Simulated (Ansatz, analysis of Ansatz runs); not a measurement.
# Local vibrational mode of the Li-H pair in ZnO (HSE06)

Aim: the local vibrational mode of the Li-H pair in ZnO, to be set beside the measurement. Set-up: HSE06, 32-site cell, PBE lattice, 420 eV, k: the zone centre alone. The model is a cell of 32 host atoms with Li put on another atom's site and H put in between. The frequencies come from force constants among the defect atom and its neighbours, with the masses of the isotopes named. Exact exchange opens the gap, stiffens bonds and lessens the self-interaction error, at many times the cost.

What was measured. O-H stretch, 1H: 3577.3 cm⁻¹ at 10 K, by IR absorption (quoted in “Hydrogen-related defects in hydrothermally grown ZnO studied by Fourier Transform Infrared Spectroscopy”, 2010, Halvard Haug, quoting earlier work (2006)). O-D stretch, 2H: 2644.4 cm⁻¹, by IR absorption (quoted in “Hydrogen-related defects in hydrothermally grown ZnO studied by Fourier Transform Infrared Spectroscopy”, 2010, Halvard Haug, quoting earlier work (2006)). The calculation is set beside it at the end.

Main program and level: Ansatz 0.2.0; plane-wave PAW DFT, HSE06; relaxation of all atoms of a defect supercell.

**1. Set-up**

The cell holds 33 atoms: 15 Zn, 16 O, 1 Li and 1 H. Its edges and angles: a = 6.559 Å, b = 6.559 Å, c = 10.587 Å, α = 90.0°, β = 90.0°, γ = 120.0°. It derives from ZnO (space group P6_3mc). Nearest the centre at fractional (0.333, 0.667, 0.559): H33 at 0.63 Å, Li14 at 1.08 Å, O15 at 1.63 Å, O12 at 2.28 Å, O28 at 2.28 Å, O4 at 2.28 Å, Zn13 at 2.77 Å, Zn29 at 2.77 Å.

The host's primitive cell comes from a first run (plane-wave PAW DFT, PBE; relaxation of the host's cell and atoms): vectors of 3.280, 3.280 and 5.293 Å. That is 12.33 Å³ an atom, 3.6 % over the diffraction cell's volume. The supercell is built on it.

**2. Relaxation, charge 0**

Every later number rests on the structure around the defect, so the atoms are relaxed at the host's lattice first.

Input file relax/input.yaml:

```yaml
relax:
  f_tol: 0.01
  max_steps: 80
  random_displacement: { amplitude: 0.02, seed: 445 }
crystal:
  lattice:
    - [6.55903994, 0.0, 0.0]
    - [-3.27951997, 5.68029521, 0.0]
    - [0.0, 0.0, 10.58650211]
  atoms:
    - { symbol: Zn, position: [0.166666667, 0.333333333, 0.249983552] }
    - { symbol: Zn, position: [0.333333333, 0.166666667, -1.6448e-05] }
    - { symbol: O, position: [0.333333333, 0.166666667, 0.189521448] }
    - { symbol: O, position: [0.166666667, 0.333333333, 0.439521448] }
    - { symbol: Zn, position: [0.166666667, 0.333333333, 0.749983552] }
    - { symbol: Zn, position: [0.333333333, 0.166666667, 0.499983552] }
    - { symbol: O, position: [0.333333333, 0.166666667, 0.689521448] }
    - { symbol: O, position: [0.166666667, 0.333333333, 0.939521448] }
    - { symbol: Zn, position: [0.166666667, 0.833333333, 0.249983552] }
    - { symbol: Zn, position: [0.333333333, 0.666666667, -1.6448e-05] }
    - { symbol: O, position: [0.333333333, 0.666666667, 0.189521448] }
    - { symbol: O, position: [0.166666667, 0.833333333, 0.439521448] }
    - { symbol: Zn, position: [0.166666667, 0.833333333, 0.749983552] }
    - { symbol: Li, position: [0.333333333, 0.666666667, 0.457476594] }
    - { symbol: O, position: [0.333333333, 0.666666667, 0.713136425] }
    - { symbol: O, position: [0.166666667, 0.833333333, 0.939521448] }
    - { symbol: Zn, position: [0.666666667, 0.333333333, 0.249983552] }
    - { symbol: Zn, position: [0.833333333, 0.166666667, -1.6448e-05] }
    - { symbol: O, position: [0.833333333, 0.166666667, 0.189521448] }
    - { symbol: O, position: [0.666666667, 0.333333333, 0.439521448] }
    - { symbol: Zn, position: [0.666666667, 0.333333333, 0.749983552] }
    - { symbol: Zn, position: [0.833333333, 0.166666667, 0.499983552] }
    - { symbol: O, position: [0.833333333, 0.166666667, 0.689521448] }
    - { symbol: O, position: [0.666666667, 0.333333333, 0.939521448] }
    - { symbol: Zn, position: [0.666666667, 0.833333333, 0.249983552] }
    - { symbol: Zn, position: [0.833333333, 0.666666667, -1.6448e-05] }
    - { symbol: O, position: [0.833333333, 0.666666667, 0.189521448] }
    - { symbol: O, position: [0.666666667, 0.833333333, 0.439521448] }
    - { symbol: Zn, position: [0.666666667, 0.833333333, 0.749983552] }
    - { symbol: Zn, position: [0.833333333, 0.666666667, 0.499983552] }
    - { symbol: O, position: [0.833333333, 0.666666667, 0.689521448] }
    - { symbol: O, position: [0.666666667, 0.833333333, 0.939521448] }
    - { symbol: H, position: [0.333332998, 0.666667002, 0.618445448] }
basis:
  ecutwfc: 420
  xc_grid: 2
hamiltonian:
  xc: hse06
kpoints:
  mp_grid: { grid: [1, 1, 1] }
scf:
  occupations: { method: fermi_dirac, width: 0.01 }
  max_iter: 120
output:
  forces: true
checkpoint:
  write: "../relax.run"
  compress: false
  write_wavefunctions: true
  write_every: 100000
```

The run is started by

```console
> ansatz run input.yaml --threads 4 --pin off --max-ram 7536MiB --backend cpu --events-out ev --progress --plain --runs-dir out
```

Numbers of over 12 decimals in the logs are rounded to 6 here.

The log of the run:

```text
[... repeated set-up lines and file paths are left out, and long positions are rounded to six places ...]
exact exchange: scf.exx.singularity resolves to wigner_seitz, which cuts the screened interaction at the faces of the exchange supercell's Wigner-Seitz cell, so that each pair interacts once, at the shortest of its separations (the periodic images that this [...]
Engine: ansatz 0.2.0, x86_64-unknown-linux-gnu
Pseudopotentials: kind: paw
Pseudopotential: Zn, paw, valence charge 12, recommended cutoff 420 eV (normal), Zn.paw.azcp
Pseudopotential: O, paw, valence charge 6, recommended cutoff 420 eV (normal), O.paw.azcp
Pseudopotential: Li, paw, valence charge 3, recommended cutoff 420 eV (normal), Li.paw.azcp
Pseudopotential: H, paw, valence charge 1, recommended cutoff 420 eV (normal), H.paw.azcp
Functional definition: HSE06
  parameter a = 0.25
  parameter omega = 0.11/bohr
  exchange = pbe_x - a*pbe_x_sr(omega) + a*exact_x_sr(omega)
  correlation = pbe_c
Crystal: 33 atoms, lattice volume = 394.424 Å³
Basis set: ecut = 420 eV, 7607 PW (Γ), exchange–correlation on 90×90×144 points (8 copies of the dense FFT grid, shifted against one another)
Bands: 173, of which v1, the nominal top of the filled ones, is band 140 counted from 1 (139 counted from 0)
Symmetry: 1 space group operations
k-points: 1
Non-local potential: Zn, projectors of the file, l = 0: 2, l = 1: 2, l = 2: 3, l = 3: 1
Non-local potential: O, projectors of the file, l = 0: 2, l = 1: 2, l = 2: 1
Non-local potential: Li, projectors of the file, l = 0: 3, l = 1: 2, l = 2: 1
Non-local potential: H, projectors of the file, l = 0: 2, l = 1: 1
PAW form: soft (Blöchl's): semilocal exchange-correlation on the pseudo side does not see the compensation charge
PAW frozen core: Zn, regenerated for the run's functional, and the local potential with it (the file was generated under x = pbe(κ = 0.804, μ = 0.219515), c = pbe(β = 0.066725))
PAW frozen core: O, regenerated for the run's functional, and the local potential with it (the file was generated under x = pbe(κ = 0.804, μ = 0.219515), c = pbe(β = 0.066725))
PAW one-centre angular grid: Zn, 590 points (default); XC on 64 Gauss nodes
PAW one-centre angular grid: O, 110 points (default); XC on 96 Gauss nodes
PAW one-centre angular grid: Li, 110 points (default); XC on 96 Gauss nodes
PAW one-centre angular grid: H, 110 points (default); XC on 64 Gauss nodes
Initial density: superposition of atomic densities (neutral atoms: chi_scale 0, normalization atom), corrected by the library's trained network
Initial wavefunctions: pseudopotential atomic-orbital guess
Functional: x = pbe(κ = 0.804, μ = 0.219515), c = pbe(β = 0.066725), warm-up for x = pbe(κ = 0.804, μ = 0.219515) + 0.25 (exact − pbe) at short range (hse, ω = 0.207870 Å⁻¹), c = pbe(β = 0.066725); [...]
SCF iter   1: F=—  HF=-59085.848532 eV  |F-HF|=—  |Δ(HF+E_count)|=         —  Δρ=1.38e-2  dr2=6.34e-1  ethr=1.77e-3  ⟨swp⟩=10.0  Hψ=795  notcnv=0
preconditioner: auto → none  [insulator: Δε(μ)=0.549 eV  Ē_g=12.348 eV  σ=0.010 eV  W_gap=1.00  n_scr=110 (ndim 8)  ℏωp=31.2 eV  f_vac=0.044  D(μ)=0.00/eV (n_scr^D=0)]
SCF iter   2: F=—  HF=-59085.741692 eV  |F-HF|=—  |Δ(HF+E_count)|=   1.07e-1  Δρ=9.60e-3  dr2=2.27e-1  ethr=2.26e-4  ⟨swp⟩=7.0  Hψ=498  notcnv=0
iter 3 solved again at ethr=5.17e-6 eV; its pass at ethr=8.11e-5 eV (dr2=1.45e-2 eV) is discarded
SCF iter   3: F=—  HF=-59085.689524 eV  |F-HF|=—  |Δ(HF+E_count)|=   5.22e-2  Δρ=3.04e-3  dr2=1.45e-2  ethr=5.17e-6  ⟨swp⟩=4.0  Hψ=791  notcnv=0  defer=1
SCF iter   4: F=—  HF=-59085.692728 eV  |F-HF|=—  |Δ(HF+E_count)|=   3.20e-3  Δρ=1.66e-3  dr2=1.08e-2  ethr=5.17e-6  ⟨swp⟩=7.0  Hψ=469  notcnv=0
SCF iter   5: F=—  HF=-59085.690672 eV  |F-HF|=—  |Δ(HF+E_count)|=   2.06e-3  Δρ=2.92e-4  dr2=2.70e-4  ethr=3.85e-6  ⟨swp⟩=7.0  Hψ=426  notcnv=0
SCF iter   6: F=—  HF=-59085.690831 eV  |F-HF|=—  |Δ(HF+E_count)|=   1.59e-4  Δρ=1.37e-4  dr2=4.12e-5  ethr=9.66e-8  ⟨swp⟩=4.0  Hψ=435  notcnv=0
SCF iter   7: F=—  HF=-59085.690847 eV  |F-HF|=—  |Δ(HF+E_count)|=   1.59e-5  Δρ=4.49e-5  dr2=5.50e-6  ethr=1.47e-8  ⟨swp⟩=3.0  Hψ=399  notcnv=0
SCF iter   8: F=—  HF=-59085.690849 eV  |F-HF|=—  |Δ(HF+E_count)|=   1.84e-6  Δρ=1.76e-5  dr2=1.15e-6  ethr=1.96e-9  ⟨swp⟩=4.0  Hψ=439  notcnv=0
SCF iter   9: F=—  HF=-59085.690849 eV  |F-HF|=—  |Δ(HF+E_count)|=   9.00e-8  Δρ=8.04e-6  dr2=1.72e-7  ethr=4.11e-10  ⟨swp⟩=3.0  Hψ=343  notcnv=0
SCF iter  10: F=—  HF=-59085.690849 eV  |F-HF|=—  |Δ(HF+E_count)|=   1.32e-7  Δρ=6.06e-6  dr2=1.16e-7  ethr=6.13e-11  ⟨swp⟩=4.0  Hψ=445  notcnv=0
SCF iter  11: F=-59085.690849 eV  HF=-59085.690849 eV  |F-HF|=3.00e-9  |Δ(HF+E_count)|=   7.44e-9  Δρ=1.48e-6  dr2=5.43e-9  ethr=4.14e-11  ⟨swp⟩=3.0  Hψ=348  notcnv=0
SCF 1 converged in 11 iterations: F = -59085.690849 eV  dr2 = 5.43e-9
  greatest PAW one-centre occupation: 1.000 electrons in one spin orbital (limit 2), on the Li atom at site 13 (counted from 0), in its partial waves of l = 0
Initial density: handed on by an earlier stage of this run
Initial wavefunctions: those handed on with the density
Functional: x = pbe(κ = 0.804, μ = 0.219515) + 0.25 (exact − pbe) at short range (hse, ω = 0.207870 Å⁻¹), c = pbe(β = 0.066725); HSE06 as pw.x's `hse` composes it (authors' and Libxc's form: `xc: wpbeh`)
Exchange kernel: α = 0.2500, screened, ω = 0.2079 Å⁻¹, Wigner–Seitz truncation, v(0) = 690.4258 eV·Å³, q-mesh 1×1×1, nearest image of the exchange supercell L = 6.56 Å, pair-density grid 32×32×50, without the augmentation charges, whose exchange is taken in [...]
Frozen-core exchange: fock
iter 1 solved again at ethr=3.62e-4 eV; its pass at ethr=1.00e-1 eV (dr2=1.01e0 eV) is discarded
SCF iter   1: F=—  HF=-59084.171765 eV  |F-HF|=—  |Δ(HF+E_count)|=         —  Δρ=2.51e-2  dr2=1.36e0  ethr=3.62e-4  ⟨swp⟩=4.0  Hψ=843  notcnv=0
SCF iter   2: F=—  HF=-59083.747585 eV  |F-HF|=—  |Δ(HF+E_count)|=   4.24e-1  Δρ=4.52e-3  dr2=6.19e-2  ethr=3.62e-4  ⟨swp⟩=4.0  Hψ=577  notcnv=0
SCF iter   3: F=—  HF=-59083.859693 eV  |F-HF|=—  |Δ(HF+E_count)|=   1.12e-1  Δρ=5.56e-3  dr2=5.95e-2  ethr=1.55e-5  ⟨swp⟩=5.0  Hψ=642  notcnv=0
SCF iter   4: F=—  HF=-59083.849745 eV  |F-HF|=—  |Δ(HF+E_count)|=   9.95e-3  Δρ=2.34e-3  dr2=1.35e-2  ethr=1.55e-5  ⟨swp⟩=2.0  Hψ=346  notcnv=0
SCF iter   5: F=—  HF=-59083.849597 eV  |F-HF|=—  |Δ(HF+E_count)|=   1.48e-4  Δρ=7.79e-4  dr2=2.59e-3  ethr=3.16e-6  ⟨swp⟩=3.0  Hψ=453  notcnv=0
SCF iter   6: F=—  HF=-59083.858960 eV  |F-HF|=—  |Δ(HF+E_count)|=   9.36e-3  Δρ=6.30e-4  dr2=9.40e-4  ethr=6.14e-7  ⟨swp⟩=5.0  Hψ=598  notcnv=0
[...]
SCF iter   4: F=—  HF=-59084.732909 eV  |F-HF|=—  |Δ(HF+E_count)|=   1.15e-7  Δρ=2.32e-6  dr2=2.57e-8  ethr=1.20e-10  ⟨swp⟩=4.0  Hψ=381  notcnv=0  defer=1
SCF iter   5: F=—  HF=-59084.732909 eV  |F-HF|=—  |Δ(HF+E_count)|=   5.91e-8  Δρ=1.74e-6  dr2=9.70e-9  ethr=5.97e-12  ⟨swp⟩=4.0  Hψ=462  notcnv=0
SCF iter   6: F=—  HF=-59084.732909 eV  |F-HF|=—  |Δ(HF+E_count)|=   2.95e-9  Δρ=2.56e-7  dr2=5.98e-10  ethr=3.17e-12  ⟨swp⟩=3.0  Hψ=341  notcnv=0
SCF iter   7: F=-59084.732909 eV  HF=-59084.732909 eV  |F-HF|=5.24e-10  |Δ(HF+E_count)|=   2.38e-9  Δρ=3.76e-7  dr2=4.99e-10  ethr=2.80e-12 (applied; sched 1.00e-12)  ⟨swp⟩=2.0  Hψ=313  notcnv=0
SCF 16 converged in 7 iterations: F = -59084.732909 eV  dr2 = 4.99e-10
  Residual-converged pass: ⟨swp⟩=3.0  Hψ=453  notcnv=0  max |occ|·‖R‖ = 3.3e-7 eV (tolerance 4.3e-7 eV)  dr2=5.72e-10  dr2_onsite=7.22e-11  max |Δocc| = 0.0e0
hybrid outer 2: dexx = +2.958e-6 eV, tail = 3.54e-8 eV, Δε = 8.85e-4 eV (about 2.62e-5 eV left of the loop's levels), ΔF = 1.01e-2 eV/Å (tail 7.40e-3)
SCF iter   1: F=—  HF=-59084.732908 eV  |F-HF|=—  |Δ(HF+E_count)|=         —  Δρ=9.41e-7  dr2=4.52e-9  ethr=6.32e-11  ⟨swp⟩=13.0  Hψ=547  notcnv=0
SCF iter   2: F=—  HF=-59084.732908 eV  |F-HF|=—  |Δ(HF+E_count)|=   1.50e-9  Δρ=3.52e-7  dr2=5.36e-10  ethr=2.91e-12 (applied; sched 1.37e-12)  ⟨swp⟩=3.0  Hψ=326  notcnv=0
SCF iter   3: F=-59084.732908 eV  HF=-59084.732908 eV  |F-HF|=7.28e-11  |Δ(HF+E_count)|=   1.75e-9  Δρ=1.51e-7  dr2=8.35e-11  ethr=2.80e-12 (applied; sched 1.00e-12)  ⟨swp⟩=2.0  Hψ=313  notcnv=0
SCF 17 converged in 3 iterations: F = -59084.732908 eV  dr2 = 8.35e-11
  Residual-converged pass: ⟨swp⟩=3.0  Hψ=452  notcnv=0  max |occ|·‖R‖ = 3.3e-7 eV (tolerance 4.3e-7 eV)  dr2=1.00e-10  dr2_onsite=8.12e-12  max |Δocc| = 0.0e0
hybrid outer 3: dexx = +1.343e-9 eV, tail = 2.47e-10 eV, Δε = 2.04e-5 eV (about 1.61e-6 eV left of the loop's levels), ΔF = 2.21e-3 eV/Å (tail 4.21e-4)
relax step   6: F+E_penalty+E_count = -59084.73290844 eV  Δ(F+E_penalty+E_count) = -2.321e-4 eV  max|allowed force component| = 6.700e-3 eV/Å  Δτ_max = 0.0038 Å  (17 SCF iters, accepted)
hybrid SCF converged: 3 outer / 17 inner (+0 warm-up), last move |dexx| = 1.34e-9 eV, tail = 2.47e-10 eV
Stability not checked: this state was not tested for a lower state beside it, because the functional holds exact exchange (a hybrid, or Hartree-Fock), whose exchange loop this test does not read (fock_operator; see scf.lower_state_search)
Free energy (F): -59084.732908 eV
Harris-Foulkes:  -59084.732908 eV  (|F-HF|=7.28e-11)
Internal energy: -59084.732908 eV  (E = F + TS)
E sigma→0 (E₀):  -59084.732908 eV
Fermi energy:    6.606695 eV
--- Per-component energies (eV) ---
  E_band       = -333.309741
  E_kinetic    = 4814.773168
  E_local      = -32032.870746  (includes V_loc(G=0)·N_el)
  E_nonlocal   = 10080.555439
  E_hartree    = 13257.434079
  E_xc         = -2576.902483
  E_vxc        = -1820.618831  (∫ρ·V_xc dr)
  E_exx        = -953.868766  (= α·E_x^exact, valence–valence)
  E_paw        = -29801.188643  (= ΣΔE_a)
  E_vpaw       = -5982.312065  (= ΣTr[D̂ρ^β])
  E_aug_tail   = 0.032657  (compensation charges beyond the density's cutoff)
  E_ewald      = -21881.881055
  E_core_change = 9.183443  (= ΣΔE_core)
  E_smearing   = -0.000000  (= −TS)
  E_closure    = -0.000002  (closes the sum)
  Σ components = -59084.732908   (vs F -59084.732908, Δ=0.00e0)
--- Forces (eV/Å), atoms counted from 1 ---
  atom   1  Zn     0.00031079     0.00083134     0.00150776
  atom   2  Zn     0.00040928    -0.00034995     0.00257269
  atom   3  O      0.00155813     0.00038973    -0.00347432
  atom   4  O     -0.00045019     0.00129692     0.00069014
  atom   5  Zn     0.00007895    -0.00092667    -0.00018352
  atom   6  Zn     0.00062939     0.00037665    -0.00088101
  atom   7  O      0.00113198     0.00117727     0.00216011
  atom   8  O      0.00010867    -0.00111260    -0.00200197
  atom   9  Zn     0.00106994    -0.00074400     0.00260344
  atom  10  Zn    -0.00035071     0.00005337     0.00224085
  atom  11  O      0.00058761    -0.00086485    -0.00669417
  atom  12  O      0.00079664    -0.00031901     0.00175692
  atom  13  Zn    -0.00078030     0.00077094    -0.00008850
  atom  14  Li    -0.00002664     0.00029916    -0.00185415
  atom  15  O      0.00048504     0.00055901     0.00151634
  atom  16  O     -0.00054855     0.00003449    -0.00226221
  atom  17  Zn     0.00004899    -0.00027705     0.00421477
  atom  18  Zn    -0.00039945     0.00029649     0.00261199
  atom  19  O      0.00077407    -0.00048599    -0.00385239
  atom  20  O     -0.00060738     0.00033485     0.00014882
  atom  21  Zn    -0.00017244    -0.00043127    -0.00351143
  atom  22  Zn    -0.00115687     0.00099269    -0.00152769
  atom  23  O     -0.00104491     0.00076534     0.00238371
  atom  24  O     -0.00007186     0.00001969     0.00074208
  atom  25  Zn    -0.00127936    -0.00079148     0.00168649
  atom  26  Zn    -0.00001526    -0.00085583     0.00242050
  atom  27  O      0.00017159     0.00004954    -0.00349948
  atom  28  O     -0.00062261    -0.00007643     0.00165826
  atom  29  Zn     0.00029722     0.00059511    -0.00049445
  atom  30  Zn    -0.00014763    -0.00086768    -0.00129764
  atom  31  O     -0.00018201    -0.00088697     0.00243531
  atom  32  O     -0.00009933    -0.00001372    -0.00258204
  atom  33  H     -0.00048771     0.00018855     0.00105374
  max |Σ_I F_I| component: 1.99e-4 eV/Å
--- Band table (eV) ---
  k-point 0: bands = ["-40.2642", "-16.0156", "-13.8347", "-13.5278", [... 149 left out ...] "13.7970", "14.0813", "14.0816", "14.3613"]
  guard bands above this table: 16 of the run's 173 bands. The solve was not asked for them (output.publish_guard_bands: true or output.eigenvalues: true publishes all)
--- Relaxed structure (6 steps of the walk, 6 accepted, 0 SCFs on fresh bases) ---
  F+E_penalty+E_count = -59084.73290844 eV   max|allowed force component| = 6.700e-3 eV/Å
  atoms:
    - { symbol: Zn, position: [0.162555, 0.324826, 0.252205] }
    - { symbol: Zn, position: [0.337198, 0.168373, 0.002832] }
    - { symbol: O, position: [0.336090, 0.167879, 0.187886] }
    - { symbol: O, position: [0.166128, 0.331862, 0.436865] }
    - { symbol: Zn, position: [0.158093, 0.315679, 0.757329] }
    - { symbol: Zn, position: [0.326907, 0.163191, 0.496971] }
    - { symbol: O, position: [0.331255, 0.165305, 0.689521] }
    - { symbol: O, position: [0.167141, 0.333865, 0.942687] }
    - { symbol: Zn, position: [0.162553, 0.837370, 0.252144] }
    - { symbol: Zn, position: [0.333494, 0.666499, 0.008566] }
    - { symbol: O, position: [0.333421, 0.666526, 0.196568] }
    - { symbol: O, position: [0.166068, 0.833807, 0.436788] }
    - { symbol: Zn, position: [0.158144, 0.841742, 0.757284] }
    - { symbol: Li, position: [0.333354, 0.666493, 0.424389] }
    - { symbol: O, position: [0.333525, 0.666381, 0.708886] }
    - { symbol: O, position: [0.167178, 0.832812, 0.942663] }
    - { symbol: Zn, position: [0.666718, 0.333155, 0.255688] }
    - { symbol: Zn, position: [0.831608, 0.168371, 0.002864] }
    - { symbol: O, position: [0.832046, 0.167863, 0.187922] }
    - { symbol: O, position: [0.666775, 0.333093, 0.442083] }
    - { symbol: Zn, position: [0.666796, 0.333095, 0.748130] }
    - { symbol: Zn, position: [0.836693, 0.163141, 0.496995] }
    - { symbol: O, position: [0.834549, 0.165310, 0.689539] }
    - { symbol: O, position: [0.666801, 0.333154, 0.935756] }
    - { symbol: Zn, position: [0.675122, 0.837346, 0.252195] }
    - { symbol: Zn, position: [0.831641, 0.662763, 0.002843] }
    - { symbol: O, position: [0.832034, 0.663760, 0.187894] }
    - { symbol: O, position: [0.667986, 0.833718, 0.436851] }
    - { symbol: Zn, position: [0.684240, 0.841790, 0.757359] }
    - { symbol: Zn, position: [0.836685, 0.672968, 0.496971] }
    - { symbol: O, position: [0.834579, 0.668619, 0.689518] }
    - { symbol: O, position: [0.666154, 0.832825, 0.942716] }
    - { symbol: H, position: [0.333722, 0.666296, 0.618365] }
```

Wall time 57 s (4 threads of AMD EPYC 9R45, shared host); peak memory 0.97 GiB; 3.3 min of CPU time.

(Part 1 of 2 ends here.)

[Logs are printed without paths, hosts, clocks, repeated set-up lines and the standing remarks that a program may print on its own settings, such as how far it seeks lower states.]

[Hosts, paths, dates, database ids (printed as entryN), source tags and the programs' standing remarks are cut or masked in the printed files.]

[For some hosts the program warned that the k-mesh of the response run may be too coarse for force constants and the static dielectric constant; such warnings are not shown here.]
